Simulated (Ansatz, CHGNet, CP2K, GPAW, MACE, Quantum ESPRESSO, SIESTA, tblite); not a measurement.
# GPAW on glassy 86SiO2-5SrO-5ZnO-5MgO (mol %) (63 atoms): settings against a plane-wave reference, part 2 of 2

Wanted: GPAW inputs and outputs for glassy 86SiO2-5SrO-5ZnO-5MgO (mol %) (63 atoms), checked against a plane-wave reference.

Program: GPAW 26.7.0; the method stands at each step. Banners, paths, timers and routine set-up lines are dropped from the logs unmarked, and long logs keep their key lines alone; longer cuts are marked.

So far. Step 3 (PBE, LCAO sz(dzp), h 0.18 Å): Against the first run (13 %), the force difference from the reference is 38 %, at 0.40 times the CPU time, with 270 basis functions against 849: the smaller basis costs accuracy. Step 4 (PBE, LCAO dzp, h 0.25 Å): Against the first run (13 %), the force difference from the reference is 14 %, at 0.60 times the CPU time.

## (5) PBE, LCAO szp(dzp), h 0.18 Å

Method: Kohn-Sham DFT, PBE, PAW, atomic orbitals (szp(dzp)).

File run.py:

```python
import numpy as np
from ase.io import read
from gpaw import GPAW, FermiDirac

atoms = read("structure.xyz")
atoms.calc = GPAW(
    mode="lcao",
    basis="szp(dzp)",
    h=0.18,
    xc="PBE",
    kpts={"size": (1, 1, 1), "gamma": True},
    occupations=FermiDirac(0.05),
    maxiter=200,
    symmetry={"point_group": False},
    txt="gpaw.txt",
)
energy = atoms.get_potential_energy(force_consistent=True)
forces = atoms.get_forces()
print(f"energy {energy:.6f} eV")
print("forces (eV/A)")
for i, (a, f) in enumerate(zip(atoms, forces)):
    print(f"{i:4d} {a.symbol:2s} {f[0]:10.5f} {f[1]:10.5f} {f[2]:10.5f}")
print(f"Fermi level {atoms.calc.get_fermi_level():.4f} eV")
for k in range(len(atoms.calc.get_ibz_k_points())):
    for s in range(atoms.calc.get_number_of_spins()):
        e = atoms.calc.get_eigenvalues(kpt=k, spin=s)
        n = np.searchsorted(e, atoms.calc.get_fermi_level())
        print(f"k {k} spin {s} levels about the Fermi level:", np.round(e[max(n - 6, 0):n], 4).tolist(), "|", np.round(e[n:n + 6], 4).tolist())
```

File structure.xyz:

```xyz
63
Lattice="9.65803 0.00000 0.00000 0.00000 9.65803 0.00000 0.00000 0.00000 9.65803" Properties=species:S:1:pos:R:3 pbc="T T T"
[... 63 atom lines left out: the same atoms as in the first run ...]
```

Command:

```
OMP_NUM_THREADS=1 python run.py > output.txt
```

What it wrote:

```text
energy -408.171167 eV
forces (eV/A)
   0 Si    0.52258   -0.36498   -3.30467
   1 Si   -3.28356   -6.29129   -0.68824
   2 Si   -4.78535    2.48050    5.01603
   3 Si    2.57073   -4.07544   -6.54169
   4 Si    4.08768   -0.02030   -1.67900
   5 Si    1.16548   -2.77629    5.39277
[...]
60 O     0.79195   -2.94360   -0.23093
  61 O    -1.86661   -1.21209    0.68089
  62 O    -1.91555   -0.43411    0.36629
Fermi level 4.1509 eV
k 0 spin 0 levels about the Fermi level: [2.1855, 2.2385, 2.3056, 2.3731, 2.6637, 3.1158] | [5.1843, 6.102, 6.7538, 7.0682, 7.1711, 7.5726]
```

gpaw.txt:

```text
Input parameters:
  mode=LCAO(),
  basis={'default': 'szp(dzp)'},
  h=0.18,
  kpts=MonkhorstPack(size=(1, 1, 1), gamma=True),
  maxiter=200,
  occupations=Occupations(name='fermi-dirac', width=0.05, fixmagmom=False),
[... lines left out ...]
  Fermi-Dirac:
[... lines left out ...]
convergence criteria:
- Maximum [total energy] change in last 3 cyles: 0.0005 eV / valence electron
[... lines left out ...]
Converged in 9 steps
[... lines left out ...]
  Free energy:    -408.171167
[... lines left out ...]
Fermi level: 4.151
[... lines left out ...]
|        ... |               |           |
|        216 |        11.194 |     0.000 |
Gap: 2.069 eV
Transition (v -> c):
  (s=0, k=0, n=176, [0.00, 0.00, 0.00]) -> (s=0, k=0, n=177, [0.00, 0.00, 0.00])
No difference between direct/indirect transitions
Force computation time: 13.176  # s
timing:  # [seconds]
  Total:  72.858  # ━━━━━━━━━━━━━━━━━━━━━━━━━━━━━━━━━━━━━━━━━━━━━━━━━━━━━━━━━
  Init:    7.332  # ━━━━━╸
  SCF:    52.323  # ━━━━━━━━━━━━━━━━━━━━━━━━━━━━━━━━━━━━━━━━━
  Forces: 13.176  # ━━━━━━━━━━╸
```

Wall time 74 s (1 thread of Arm Neoverse V1, shared host); peak memory 1.1 GiB.

Compared with the plane-wave run:

```
r.m.s. force component                           : 2.876 eV/Å
r.m.s. difference of force components            : 358.2 meV/Å
longest difference of force vectors              : 1662 meV/Å
force difference over r.m.s. force               : 13.35 %
slope of forces against the reference's          : 1.066
correlation of force components                  : 0.9941
gap (highest filled to lowest empty level) : 2.068 eV
gap difference                                   : -0.4036 eV
```

This is a coarse setting, run to see what it loses.

Against the first run (13 %), the force difference from the reference is 13 %, at 0.77 times the CPU time, with 579 basis functions against 849.

The forces add up to 0.53 eV/Å instead of zero, usually a sign of too coarse a grid.

## (6) Another try, on a changed input

Changes to run.py since step 5:

```diff
@@ -7,3 +7,3 @@
     mode="lcao",
-    basis="szp(dzp)",
+    basis="tzp",
     h=0.18,
@@ -12,3 +12,3 @@
     occupations=FermiDirac(0.05),
-    maxiter=200,
+    maxiter=60,
     symmetry={"point_group": False},
```

structure.xyz is that of step 5.

What it wrote:

```text
FileNotFoundError: Could not find required basis set file "Si.tzp.basis".
You need to set the GPAW_SETUP_PATH environment variable to point to
the directories where PAW dataset and basis files are stored.  See
for details.
```

gpaw.txt:

```text
Input parameters:
  mode=LCAO(),
  basis={'default': 'tzp'},
  h=0.18,
  kpts=MonkhorstPack(size=(1, 1, 1), gamma=True),
  maxiter=60,
  occupations=Occupations(name='fermi-dirac', width=0.05, fixmagmom=False),
  symmetry=Symmetry(point_group=False),
  xc=XC(name='PBE')
timing:  # [seconds]
  Total: 0.027  # ━━━━━━━━━━━━━━━━━━━━━━━━━━━━━━━━━━━━━━━━━━━━━━━━━━━━━━━━━━━
  Init:  0.007  # ━━━━━━━━━━━━━━━
```

Wall time 1.2 s (1 thread); peak memory 0.12 GiB.

The program stopped at the start. The fault in the input: a basis that isn't there (basis tzp).

## (7) The ladder

Differences are against the plane-wave reference, forces as r.m.s. over components; share is that over the reference's r.m.s. force, slope the least-squares factor from reference forces to these. Total energies of different programs have different zeros and aren't compared.

```csv
run,"Δ force, r.m.s. (meV/Å)",share (%),slope,Δ gap (eV),cores,CPU time,memory (GiB)
reference,-,-,-,-,2,6.6 min,2.6
"GPAW PBE, LCAO dzp, h 0.18 Å",352,13.1,1.079,-0.202,1,96 s,1.1
"GPAW PBE, LCAO sz(dzp), h 0.18 Å (coarse)",1029,38.4,1.190,-0.501,1,38 s,0.9
"GPAW PBE, LCAO dzp, h 0.25 Å (coarse)",372,13.9,1.079,-0.209,1,57 s,0.67
"GPAW PBE, LCAO szp(dzp), h 0.18 Å (coarse)",358,13.4,1.066,-0.404,1,74 s,1.1
```

Rows marked coarse were listed beforehand as settings not expected to be converged; some can still land near the reference.

CPU time is summed over cores on a shared host, where runs went side by side, so it is rough. Symmetry, cutoffs, thresholds, outputs and thread counts weren't matched or tuned between programs; memory under MPI is the largest rank's times the ranks.

Within one program, basis, potentials and functional, energies share a zero. Each run against its twin at the usual cutoff or grid and solver:

```csv
run,twin,Δ energy (meV/atom),"Δ force, r.m.s. (meV/Å)",CPU time over the twin's
"GPAW PBE, LCAO dzp, h 0.25 Å","LCAO dzp, h 0.18 Å",282,144,0.6
```

A second geometry, displaced anew (every atom was moved at random, 0.08 Å r.m.s. a Cartesian component), gives an energy difference that all programs can be tested on. The reference puts it at 218.8 meV/atom.

```csv
run,energy less the first geometry's (meV/atom),error (meV/atom),force share at the second geometry (%)
"GPAW PBE, LCAO dzp, h 0.18 Å",231.8,12.9,9.55
"GPAW PBE, LCAO sz(dzp), h 0.18 Å",237.7,18.9,23.9
"GPAW PBE, LCAO dzp, h 0.25 Å",233.0,14.2,9.73
"GPAW PBE, LCAO szp(dzp), h 0.18 Å",224.8,5.97,8.44
```

## (8) Outcome

```
nearest in forces : a tie at 13 % of 2 runs: GPAW PBE, LCAO dzp, h 0.18 Å; GPAW PBE, LCAO szp(dzp), h 0.18 Å (coarse)
```

**Reading.** The PBE run in local orbitals, coarse settings apart, differs by 13 % (GPAW PBE, LCAO dzp, h 0.18 Å); basis, grid and potentials can all enter. Runs with settings chosen to be coarse differ by 13 % (GPAW PBE, LCAO szp(dzp), h 0.18 Å) to 38 % (GPAW PBE, LCAO sz(dzp), h 0.18 Å), their programs' other errors included. Of the electronic-structure runs that take under half the reference's CPU time, GPAW PBE, LCAO dzp, h 0.18 Å is among the nearest, at 13 % in 96 s against 6.6 min. GPAW PBE, LCAO sz(dzp), h 0.18 Å stiffens the forces by a factor of 1.19 while following their directions (correlation 0.963); the slopes of the 4 GPAW runs lie between 1.07 and 1.19. At the same functional, gaps differ from the reference's 2.47 eV by between -0.50 and -0.20 eV. The energy difference between the two geometries, 219 meV/atom in the reference, is met best by GPAW PBE, LCAO szp(dzp), h 0.18 Å (coarse) (+5.97) and worst by GPAW PBE, LCAO sz(dzp), h 0.18 Å (coarse) (+18.9). Forces of 2.7 eV/Å r.m.s. are well above thermal ones: they come largely from the bond lengths of the classical model and from the random displacements, and they dominate the comparison. The quench rate of 50 K/ps is many orders above laboratory rates, so the cell is likely richer in defects and strain than a real sample. The network of bonds at the start is that of the classical potential that made the cell, and needn't be the one that DFT or experiment would give. The electronic-structure runs sample only Γ, in a cell whose shortest periodic width is 10 Å.

[Also dropped from logs without a mark: logging warnings of Python, and SIESTA's first energy breakdown and zero terms.]

[Logs are printed without paths, hosts, clocks, repeated set-up lines and the standing remarks that a program may print on its own settings, such as how far it seeks lower states.]

[Hosts, paths, dates, database ids (printed as entryN), source tags and the programs' standing remarks are cut or masked in the printed files.]
